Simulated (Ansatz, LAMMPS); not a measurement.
## Elastic response of amorphous 37Ga2O3-63Al2O3 (mol %) (135 atoms)

Aim: relax amorphous 37Ga2O3-63Al2O3 (mol %) (135 atoms), then change its volume and shape to read moduli from the stress.

Program: Ansatz 0.2.0. Level of theory: Kohn-Sham DFT, PBE, PAW (set soft_1), plane waves. Results are calculated unless marked as measured.

## 1. The starting structure

The cell holds 135 atoms: 20 Ga, 34 Al and 81 O. Cell: a = 11.052 Å, b = 11.052 Å, c = 11.052 Å, α = 90.0°, β = 90.0°, γ = 90.0°. 135 atoms (20 Fe, 34 Al, 81 O) placed at random at 3.55 g/cm³, melted at 5000 K for 10 ps at fixed volume with the Morse and Coulomb pair potential with partial charges (Pedone, Malavasi, Menziani, Cormack and Segre, J. Phys. Chem. B 110, 11780 (2006)). Quenched from 5000 K to 300 K at 50 K/ps and fixed volume, held 10 ps at zero pressure, then minimised at fixed cell. Then Fe was replaced by Ga and the cell scaled by 1.006 (the potential has no terms for the new elements, so the cell is a start for a DFT relaxation).

What the set-up can't give: The quench rate of 50 K/ps is many orders above laboratory rates, so the cell is likely richer in defects and strain than a real sample. The starting topology of bonds comes from the classical model, and needn't be the one that DFT or experiment would give. The Brillouin zone is sampled at Γ only.

## 2. Single point at the start

A single point comes first, to see the forces before anything moves.

Input file input.yaml:

```yaml
crystal:
  lattice:
    - [11.05227, 0.0, 0.0]
    - [0.0, 11.05227, 0.0]
    - [0.0, 0.0, 11.05227]
  atoms:
    - { symbol: Ga, position: [0.68658, 0.85172, 0.46134] }
    - { symbol: Ga, position: [0.24557, 0.61432, 0.36859] }
    - { symbol: Ga, position: [0.29665, 0.25732, 0.38415] }
    - { symbol: Ga, position: [0.57792, 0.58848, 0.82249] }
    - { symbol: Ga, position: [0.08119, 0.40907, 0.68863] }
    - { symbol: Ga, position: [0.83518, 0.42967, 0.84084] }
    - { symbol: Ga, position: [0.2442, 0.77183, 0.15469] }
    - { symbol: Ga, position: [0.53756, 0.87658, 0.74113] }
    - { symbol: Ga, position: [0.7359, 0.53172, 0.31586] }
    - { symbol: Ga, position: [0.44797, 0.57124, 0.083] }
    - { symbol: Ga, position: [0.17653, 0.47641, 0.16834] }
    - { symbol: Ga, position: [0.38149, 0.77871, 0.51533] }
    - { symbol: Ga, position: [0.382, 0.52714, 0.6336] }
    - { symbol: Ga, position: [0.89557, 0.1312, 0.00293] }
    - { symbol: Ga, position: [0.4677, 0.8548, 0.01685] }
    - { symbol: Ga, position: [0.95944, 0.64707, 0.20402] }
    - { symbol: Ga, position: [0.85359, 0.72398, 0.73766] }
    - { symbol: Ga, position: [0.72509, 0.93239, 0.9376] }
    - { symbol: Ga, position: [0.29928, 0.42418, 0.88513] }
    - { symbol: Ga, position: [0.34666, 0.23388, 0.11563] }
    - { symbol: Al, position: [0.96343, 0.81874, 0.00517] }
    - { symbol: Al, position: [0.15094, 0.88551, 0.45808] }
    - { symbol: Al, position: [0.87338, 0.38627, 0.13544] }
    - { symbol: Al, position: [0.07366, 0.58911, 0.91626] }
    - { symbol: Al, position: [0.32679, 0.71743, 0.85477] }
    - { symbol: Al, position: [0.41281, 0.27811, 0.60683] }
    - { symbol: Al, position: [0.20939, 0.98884, 0.00764] }
    - { symbol: Al, position: [0.76609, 0.00699, 0.66264] }
    - { symbol: Al, position: [0.02723, 0.94447, 0.20738] }
    - { symbol: Al, position: [0.65074, 0.61599, 0.54005] }
    - { symbol: Al, position: [0.49009, 0.66492, 0.30396] }
    - { symbol: Al, position: [0.9402, 0.98479, 0.44453] }
    [... 97 atom lines left out ...]
    - { symbol: O, position: [0.96897, 0.65844, 0.01055] }
    - { symbol: O, position: [0.30752, 0.89751, 0.87301] }
    - { symbol: O, position: [0.80453, 0.37111, 0.28104] }
    - { symbol: O, position: [0.1832, 0.28204, 0.51284] }
    - { symbol: O, position: [0.89661, 0.61697, 0.36974] }
    - { symbol: O, position: [0.57173, 0.27119, 0.62075] }
kpoints:
  mp_grid: { grid: [1, 1, 1] }
hamiltonian:
  xc: pbe
  pseudopotentials: { kind: paw, azcp: { folder: soft_1 } }
scf:
  occupations: { method: fixed }
output:
  forces: true
```

Started as:

```
$ ansatz run input.yaml --threads 4 --pin off --max-ram 8192MiB --backend cpu --events-out ev --progress --plain --runs-dir out
```

Numbers of over 12 decimals in the logs are rounded to 6 here.

What it wrote:

```text
[...]
Pseudopotentials: kind: paw
Pseudopotential: Ga, paw, valence charge 13, recommended cutoff 420 eV (normal), soft_1/Ga.paw.azcp
Pseudopotential: Al, paw, valence charge 3, recommended cutoff 420 eV (normal), soft_1/Al.paw.azcp
Pseudopotential: O, paw, valence charge 6, recommended cutoff 420 eV (normal), soft_1/O.paw.azcp
[... 5 lines on functional and potentials left out ...]
Crystal: 135 atoms, lattice volume = 1350.064 Å³
Basis set: ecut = 420 eV, 26529 PW (Γ), exchange–correlation on 150×150×150 points (8 copies of the dense FFT grid, shifted against one another)
Bands: 559, of which v1, the nominal top of the filled ones, is band 424 counted from 1 (423 counted from 0)
Symmetry: 1 space group operations
Space group: P1 (ITA 1), of the structure as read, at distance tolerance 1.1e-4 Å
k-points: 1
[... 7 lines on functional and potentials left out ...]
Initial density: superposition of atomic densities (chi_scale 0.1, normalization cell, long waves 31 % of neutral atoms (reshape's long-wave potential 1.31 eV rms, cloud 1.88 Å wide))
Initial wavefunctions: pseudopotential atomic-orbital guess
[...]
SCF iter   1: F=—  HF=-140071.140246 eV  |F-HF|=—  |Δ(HF+E_count)|=         —  Δρ=1.31e-1  dr2=1.74e2  ethr=3.10e-3  ⟨swp⟩=4.0  Hψ=1573  notcnv=0  defer=129
preconditioner: auto → Resta (q_TF=auto, 2.525 Å⁻¹)  ε∞=3.5  [insulator: Δε(μ)=2.585 eV  Ē_g=18.469 eV  n_scr=364 (ndim 8)  ℏωp=29.4 eV  f_vac=0.001  ε∞_Penn≈3.5]
SCF iter   2: F=—  HF=-140022.950459 eV  |F-HF|=—  |Δ(HF+E_count)|=    4.82e1  Δρ=5.18e-2  dr2=2.34e1  ethr=3.10e-3  ⟨swp⟩=3.0  Hψ=999  notcnv=0  defer=132
SCF iter   3: F=—  HF=-140015.394673 eV  |F-HF|=—  |Δ(HF+E_count)|=    7.56e0  Δρ=1.96e-2  dr2=4.60e0  ethr=2.76e-3  ⟨swp⟩=4.0  Hψ=784  notcnv=0  defer=129
automatic band count: iteration 3 solves 558 bands in place of 559: the levels show a gap, and the empty bands left out lie too high to hold charge; the band table lists the bands solved (type scf.n_extra_bands for more)
SCF iter   4: F=—  HF=-140014.547129 eV  |F-HF|=—  |Δ(HF+E_count)|=   8.48e-1  Δρ=5.15e-3  dr2=2.29e-1  ethr=5.43e-4  ⟨swp⟩=2.0  Hψ=915  notcnv=0  defer=130
SCF iter   5: F=—  HF=-140014.699380 eV  |F-HF|=—  |Δ(HF+E_count)|=   1.52e-1  Δρ=3.95e-3  dr2=1.60e-1  ethr=2.70e-5  ⟨swp⟩=3.0  Hψ=857  notcnv=0  defer=132
[...]
SCF iter  12: F=—  HF=-140014.681652 eV  |F-HF|=—  |Δ(HF+E_count)|=   1.14e-6  Δρ=5.38e-6  dr2=3.49e-7  ethr=1.46e-10  ⟨swp⟩=2.0  Hψ=854  notcnv=0  defer=128
SCF iter  13: F=-140014.681652 eV  HF=-140014.681652 eV  |F-HF|=1.04e-8  |Δ(HF+E_count)|=   1.11e-7  Δρ=1.80e-6  dr2=3.94e-8  ethr=1.18e-11  ⟨swp⟩=4.0  Hψ=1698  notcnv=0
SCF 1 converged in 13 iterations: F = -140014.681652 eV  dr2 = 3.94e-8
[...]
SCF converged after 13 iterations
Free energy (F): -140014.681652 eV
Harris-Foulkes:  -140014.681652 eV  (|F-HF|=1.04e-8)
Internal energy: -140014.681652 eV  (E = F + TS)
E sigma→0 (E₀):  -140014.681652 eV
Fermi energy:    7.509955 eV
--- Per-component energies (eV) ---
[...]
Σ components = -140014.681652   (vs F -140014.681652, Δ=0.00e0)
--- Forces (eV/Å), atoms counted from 1 ---
  atom   1  Ga    -0.50129266    -0.02705156    -0.39789273
  atom   2  Ga     0.03081242     0.53834079     0.03254555
  atom   3  Ga     0.62528317    -1.22082326    -0.20808084
  atom   4  Ga    -0.63434960     0.18027711    -0.51174041
[...]
atom 135  O      0.03116033     0.28531786    -0.44643021
  max |Σ_I F_I| component: 5.75e-5 eV/Å
```

Wall time 28 s (4 threads of Arm Neoverse V1, shared host); peak memory 2 GiB; 1.8 min of CPU time.

The r.m.s. force at the start is 0.60 eV/Å.

## 3. Cell and atoms relaxed

The cell is relaxed with the atoms, since the starting lattice needn't suit this functional.

Input file input.yaml:

```yaml
crystal:
  lattice:
    - [11.05227, 0.0, 0.0]
    - [0.0, 11.05227, 0.0]
    - [0.0, 0.0, 11.05227]
  atoms:
    [... the 135 atom lines of step 2 ...]
kpoints:
  mp_grid: { grid: [1, 1, 1] }
hamiltonian:
  xc: pbe
  pseudopotentials: { kind: paw, azcp: { folder: soft_1 } }
scf:
  occupations: { method: fixed }
output:
  forces: true
relax:
  f_tol: 0.05
  max_steps: 150
  cell: {}
```

What it wrote:

```text
[...]
Crystal: 135 atoms, lattice volume = 1350.064 Å³
Basis set: ecut = 420 eV, 26529 PW (Γ), exchange–correlation on 150×150×150 points (8 copies of the dense FFT grid, shifted against one another)
Bands: 559, of which v1, the nominal top of the filled ones, is band 424 counted from 1 (423 counted from 0)
Symmetry: 1 space group operations
[...]
k-points: 1
[...]
SCF iter   1: F=—  HF=-140071.140242 eV  |F-HF|=—  |Δ(HF+E_count)|=         —  Δρ=1.31e-1  dr2=1.74e2  ethr=3.10e-3  ⟨swp⟩=4.0  Hψ=1573  notcnv=0  defer=129
[...]
SCF iter   5: F=—  HF=-140014.699381 eV  |F-HF|=—  |Δ(HF+E_count)|=   1.52e-1  Δρ=3.95e-3  dr2=1.60e-1  ethr=2.70e-5  ⟨swp⟩=3.0  Hψ=857  notcnv=0  defer=132
[...]
SCF iter  12: F=—  HF=-140014.681652 eV  |F-HF|=—  |Δ(HF+E_count)|=   1.14e-6  Δρ=5.38e-6  dr2=3.49e-7  ethr=1.46e-10  ⟨swp⟩=2.0  Hψ=854  notcnv=0  defer=128
SCF iter  13: F=-140014.681652 eV  HF=-140014.681652 eV  |F-HF|=1.04e-8  |Δ(HF+E_count)|=   1.11e-7  Δρ=1.80e-6  dr2=3.94e-8  ethr=1.18e-11  ⟨swp⟩=4.0  Hψ=1698  notcnv=0
SCF 1 converged in 13 iterations: F = -140014.681652 eV  dr2 = 3.94e-8
[...]
relax step   1: F+E_penalty+E_count = -140014.68165188 eV  Δ(F+E_penalty+E_count) = +0.000e0 eV  max|allowed force component| = 2.022e0 eV/Å  Δτ_max = 0.0000 Å  P = +7.364 GPa  Ω = 1350.064 Å³  (13 SCF iters, dr2 threshold 1.00e-7 eV, accepted)
[... from here on, the SCF cycles and remarks between the steps are left out ...]
relax step   2: F+E_penalty+E_count = -140017.73842797 eV  Δ(F+E_penalty+E_count) = -3.057e0 eV  max|allowed force component| = 1.214e0 eV/Å  Δτ_max = 0.1028 Å  P = +3.627 GPa  Ω = 1376.494 Å³  energy of the carried Pulay correction = -6.808e-2 eV  (8 SCF iters, dr2 threshold 1.35e-5 eV, accepted)
relax step   3: F+E_penalty+E_count = -140019.65613589 eV  Δ(F+E_penalty+E_count) = -1.918e0 eV  max|allowed force component| = 6.258e-1 eV/Å  Δτ_max = 0.1686 Å  P = -0.730 GPa  Ω = 1411.953 Å³  energy of the carried Pulay correction = -1.574e-1 eV  (8 SCF iters, dr2 threshold 1.35e-5 eV, accepted)
relax step   4: F+E_penalty+E_count = -140020.88890795 eV  Δ(F+E_penalty+E_count) = -1.233e0 eV  max|allowed force component| = 3.503e-1 eV/Å  Δτ_max = 0.2000 Å  P = -0.372 GPa  Ω = 1417.142 Å³  energy of the carried Pulay correction = -1.702e-1 eV  (8 SCF iters, dr2 threshold 1.35e-5 eV, accepted)
relax step   5: F+E_penalty+E_count = -140021.47932702 eV  Δ(F+E_penalty+E_count) = -5.904e-1 eV  max|allowed force component| = 2.296e-1 eV/Å  Δτ_max = 0.2000 Å  P = +0.035 GPa  Ω = 1421.848 Å³  energy of the carried Pulay correction = -1.819e-1 eV  (8 SCF iters, dr2 threshold 7.67e-6 eV, accepted)
relax step   6: F+E_penalty+E_count = -140021.76198171 eV  Δ(F+E_penalty+E_count) = -2.827e-1 eV  max|allowed force component| = 1.952e-1 eV/Å  Δτ_max = 0.2000 Å  P = -0.026 GPa  Ω = 1430.201 Å³  energy of the carried Pulay correction = -2.024e-1 eV  (9 SCF iters, dr2 threshold 3.30e-6 eV, accepted)
relax step   7: F+E_penalty+E_count = -140021.85846205 eV  Δ(F+E_penalty+E_count) = -9.648e-2 eV  max|allowed force component| = 2.068e-1 eV/Å  Δτ_max = 0.2000 Å  P = +0.086 GPa  Ω = 1430.798 Å³  energy of the carried Pulay correction = -2.039e-1 eV  (9 SCF iters, dr2 threshold 2.38e-6 eV, accepted)
relax step   8: F+E_penalty+E_count = -140021.86330422 eV  Δ(F+E_penalty+E_count) = -4.842e-3 eV  max|allowed force component| = 1.840e-1 eV/Å  Δτ_max = 0.0460 Å  P = -0.111 GPa  Ω = 1433.492 Å³  energy of the carried Pulay correction = -2.105e-1 eV  (8 SCF iters, dr2 threshold 2.67e-6 eV, accepted)
relax step   9: F+E_penalty+E_count = -140021.86389998 eV  Δ(F+E_penalty+E_count) = -5.958e-4 eV  max|allowed force component| = 2.026e-1 eV/Å  Δτ_max = 0.2000 Å  P = -0.010 GPa  Ω = 1436.508 Å³  energy of the carried Pulay correction = -2.179e-1 eV  (9 SCF iters, dr2 threshold 2.12e-6 eV, accepted)
relax step  10: F+E_penalty+E_count = -140021.89542148 eV  Δ(F+E_penalty+E_count) = -3.152e-2 eV  max|allowed force component| = 1.973e-1 eV/Å  Δτ_max = 0.0801 Å  P = +0.040 GPa  Ω = 1434.440 Å³  energy of the carried Pulay correction = -2.128e-1 eV  (8 SCF iters, dr2 threshold 2.56e-6 eV, accepted)
relax step  11: F+E_penalty+E_count = -140021.91852345 eV  Δ(F+E_penalty+E_count) = -2.310e-2 eV  max|allowed force component| = 5.460e-2 eV/Å  Δτ_max = 0.0584 Å  P = +0.021 GPa  Ω = 1434.874 Å³  energy of the carried Pulay correction = -2.139e-1 eV  (7 SCF iters, dr2 threshold 2.43e-6 eV, accepted)
relax step  12: F+E_penalty+E_count = -140021.92128351 eV  Δ(F+E_penalty+E_count) = -2.760e-3 eV  max|allowed force component| = 3.063e-2 eV/Å  Δτ_max = 0.0198 Å  P = -0.002 GPa  Ω = 1435.000 Å³  energy of the carried Pulay correction = -2.142e-1 eV  (7 SCF iters, dr2 threshold 1.86e-7 eV, accepted)
relax step  13: F+E_penalty+E_count = -140022.25751085 eV  Δ(F+E_penalty+E_count) = -3.362e-1 eV  max|allowed force component| = 3.095e-2 eV/Å  Δτ_max = 0.0000 Å  P = +0.426 GPa  Ω = 1435.000 Å³  stress off target by 6.60e-1 GPa  SCF on the basis re-selected at this cell (its energy is not comparable with the rows above)  (8 SCF iters)
relax step  14: F+E_penalty+E_count = -140022.25029470 eV  Δ(F+E_penalty+E_count) = +7.216e-3 eV  max|allowed force component| = 4.312e-2 eV/Å  Δτ_max = 0.0246 Å  P = -0.050 GPa  Ω = 1441.027 Å³  energy of the carried Pulay correction = -1.622e-2 eV  (8 SCF iters, dr2 threshold 1.09e-6 eV, accepted)
relax step  15: F+E_penalty+E_count = -140022.25635151 eV  Δ(F+E_penalty+E_count) = -6.057e-3 eV  max|allowed force component| = 1.773e-2 eV/Å  Δτ_max = 0.0160 Å  P = +0.016 GPa  Ω = 1439.606 Å³  energy of the carried Pulay correction = -1.237e-2 eV  (9 SCF iters, dr2 threshold 1.12e-8 eV, accepted)
relax step  16: F+E_penalty+E_count = -140022.26894126 eV  Δ(F+E_penalty+E_count) = -1.259e-2 eV  max|allowed force component| = 1.776e-2 eV/Å  Δτ_max = 0.0000 Å  P = +0.022 GPa  Ω = 1439.606 Å³  stress off target by 4.60e-2 GPa  SCF on the basis re-selected at this cell (its energy is not comparable with the rows above)  (5 SCF iters)
[...]
SCF converged after 5 iterations
Free energy (F): -140022.268941 eV
[...]
Internal energy: -140022.268941 eV  (E = F + TS)
E sigma→0 (E₀):  -140022.268941 eV
Fermi energy:    6.722918 eV
[...]
Σ components = -140022.268941   (vs F -140022.268941, Δ=0.00e0)
--- Forces (eV/Å), atoms counted from 1 ---
  atom   1  Ga     0.00344885     0.00679965    -0.00291724
  atom   2  Ga     0.00510137     0.00284589    -0.00744115
  atom   3  Ga    -0.00153983     0.00385364     0.00042472
  atom   4  Ga     0.00335536     0.00701908     0.00988218
[...]
atom 135  O     -0.00231378     0.00223829    -0.00326433
  max |Σ_I F_I| component: 5.03e-5 eV/Å
--- Stress (GPa, compression-positive) ---
        0.026036      -0.012329       0.009813
       -0.012326       0.038292       0.004567
        0.009824       0.004567       0.000294
  P = ⅓ Tr σ = 0.0215 GPa (0.215 kbar)
--- Relaxed structure (14 steps of the walk, 14 accepted, 2 SCFs on fresh bases) ---
  F+E_penalty+E_count = -140022.26894126 eV   max|allowed force component| = 1.776e-2 eV/Å   (the final SCF, on the basis selected at the relaxed cell)
  cell:  # Å, volume = 1439.6057 Å³
    - [11.233280, -0.124652, -0.073553]
    - [-0.124652, 11.521255, -0.052508]
    - [-0.073553, -0.052508, 11.125454]
  atoms:
    - { symbol: Ga, position: [0.680209, 0.834789, 0.453536] }
    - { symbol: Ga, position: [0.248092, 0.637496, 0.346812] }
    - { symbol: Ga, position: [0.315267, 0.207168, 0.384118] }
    - { symbol: Ga, position: [0.580834, 0.620807, 0.822676] }
[...]
- { symbol: O, position: [0.592031, 0.290199, 0.610140] }
```

Elapsed: 6.1 min, on 4 threads; peak memory 2.1 GiB; 24 min of CPU time.

The relaxation converged after 14 steps, with a largest force component of 0.018 eV/Å.

## 4. Single point at the relaxed geometry

One more single point at the end of the walk gives the fuller output and checks the residual forces.

Input file input.yaml:

```yaml
crystal:
  lattice:
    - [11.23328, -0.12465, -0.07355]
    - [-0.12465, 11.52125, -0.05251]
    - [-0.07355, -0.05251, 11.12545]
  atoms:
    - { symbol: Ga, position: [0.68021, 0.83479, 0.45354] }
    - { symbol: Ga, position: [0.24809, 0.6375, 0.34681] }
    - { symbol: Ga, position: [0.31527, 0.20717, 0.38412] }
    - { symbol: Ga, position: [0.58083, 0.62081, 0.82268] }
    - { symbol: Ga, position: [0.09809, 0.40494, 0.69892] }
    - { symbol: Ga, position: [0.85645, 0.40468, 0.84763] }
    [... 123 atom lines left out ...]
    - { symbol: O, position: [0.95875, 0.66227, 0.99431] }
    - { symbol: O, position: [0.3054, 0.88084, 0.8668] }
    - { symbol: O, position: [0.80311, 0.36631, 0.28658] }
    - { symbol: O, position: [0.20045, 0.26844, 0.49056] }
    - { symbol: O, position: [0.90301, 0.62149, 0.36845] }
    - { symbol: O, position: [0.59203, 0.2902, 0.61014] }
kpoints:
  mp_grid: { grid: [1, 1, 1] }
hamiltonian:
  xc: pbe
  pseudopotentials: { kind: paw, azcp: { folder: soft_1 } }
scf:
  occupations: { method: fixed }
output:
  forces: true
  stress: true
  populations: true
  dos:
    method: { smearing: { sigma: 0.1 } }
    de: 0.1
    projected: { site_lists: { Al: [Al], Ga: [Ga], O: [O] } }
  eigenvalues: true
  write_density: true
  write_potential: true
  volumetric_format: npy
  elf: true
```

What it wrote:

```text
[...]
Crystal: 135 atoms, lattice volume = 1439.604 Å³
Basis set: ecut = 420 eV, 28135 PW (Γ), exchange–correlation on 160×160×150 points (8 copies of the dense FFT grid, shifted against one another)
Bands: 559, of which v1, the nominal top of the filled ones, is band 424 counted from 1 (423 counted from 0)
Symmetry: 1 space group operations
[...]
k-points: 1
[...]
SCF iter   1: F=—  HF=-140079.451534 eV  |F-HF|=—  |Δ(HF+E_count)|=         —  Δρ=1.25e-1  dr2=1.77e2  ethr=3.10e-3  ⟨swp⟩=4.0  Hψ=1750  notcnv=0  defer=131
[...]
SCF iter  13: F=-140022.268941 eV  HF=-140022.268941 eV  |F-HF|=1.97e-8  |Δ(HF+E_count)|=   1.11e-7  Δρ=1.78e-6  dr2=4.21e-8  ethr=1.18e-11  ⟨swp⟩=17.0  Hψ=4842  notcnv=0
SCF 1 converged in 13 iterations: F = -140022.268941 eV  dr2 = 4.21e-8
[...]
SCF converged after 13 iterations
Free energy (F): -140022.268941 eV
[...]
Internal energy: -140022.268941 eV  (E = F + TS)
E sigma→0 (E₀):  -140022.268941 eV
Fermi energy:    6.722557 eV
[...]
--- Forces (eV/Å), atoms counted from 1 ---
  atom   1  Ga     0.00332639     0.00725012    -0.00430308
  atom   2  Ga     0.00541072     0.00208164    -0.00677575
  atom   3  Ga    -0.00315969     0.00347711    -0.00139819
  atom   4  Ga     0.00339673     0.00672322     0.00872775
  atom   5  Ga    -0.00478960     0.00395440     0.00895682
  atom   6  Ga    -0.00309238    -0.00291565    -0.00025522
  atom   7  Ga     0.00363624    -0.00218449    -0.00344959
  atom   8  Ga    -0.00092973    -0.00224059     0.00690422
  atom   9  Ga     0.00820456     0.01502115     0.00137298
  atom  10  Ga     0.01003351     0.00065375     0.00920821
  atom  11  Ga     0.00850168    -0.01103699     0.00461742
  atom  12  Ga    -0.00102236     0.01458126    -0.00219791
  atom  13  Ga    -0.00516731     0.00864272     0.00434900
  atom  14  Ga    -0.00360223    -0.00073742    -0.00127307
[...]
atom 134  O      0.00608833     0.00344142     0.00383161
  atom 135  O     -0.00188910     0.00198928    -0.00349691
  max |Σ_I F_I| component: 8.75e-5 eV/Å
--- Stress (GPa, compression-positive) ---
        0.027073      -0.012303       0.009326
       -0.012301       0.038313       0.003828
        0.009337       0.003828       0.000180
  P = ⅓ Tr σ = 0.0219 GPa (0.219 kbar)
--- Band table (eV) ---
[...]
--- Löwdin populations: 135 sites ---
  site symbol       q [e]
     0     Ga     11.9093
     1     Ga     11.9404
     2     Ga     11.9375
[...]
134      O      6.8411
  spilling = 0.005265 (of n_electrons = 848.000000)
```

Elapsed: 60 s, on 4 threads; peak memory 2.3 GiB.

Read from the output:

```
free energy                                      : -140022.2689 eV
free energy per atom                             : -1037.2020 eV/atom
SCF cycles                                       : 13
pressure                                         : 0.02186 GPa
r.m.s. force component                           : 0.00536 eV/Å
longest force                                    : 0.02328 eV/Å
Fermi energy                                     : 6.723 eV
gap (highest filled to lowest empty level) : 2.372 eV
spilling of the projection                       : 0.005265
```

(Part 1 of 3 ends here.)

[Logs are printed without paths, hosts, clocks, repeated set-up lines and the standing remarks that a program may print on its own settings, such as how far it seeks lower states.]

[Hosts, paths, dates, database ids (printed as entryN), source tags and the programs' standing remarks are cut or masked in the printed files.]
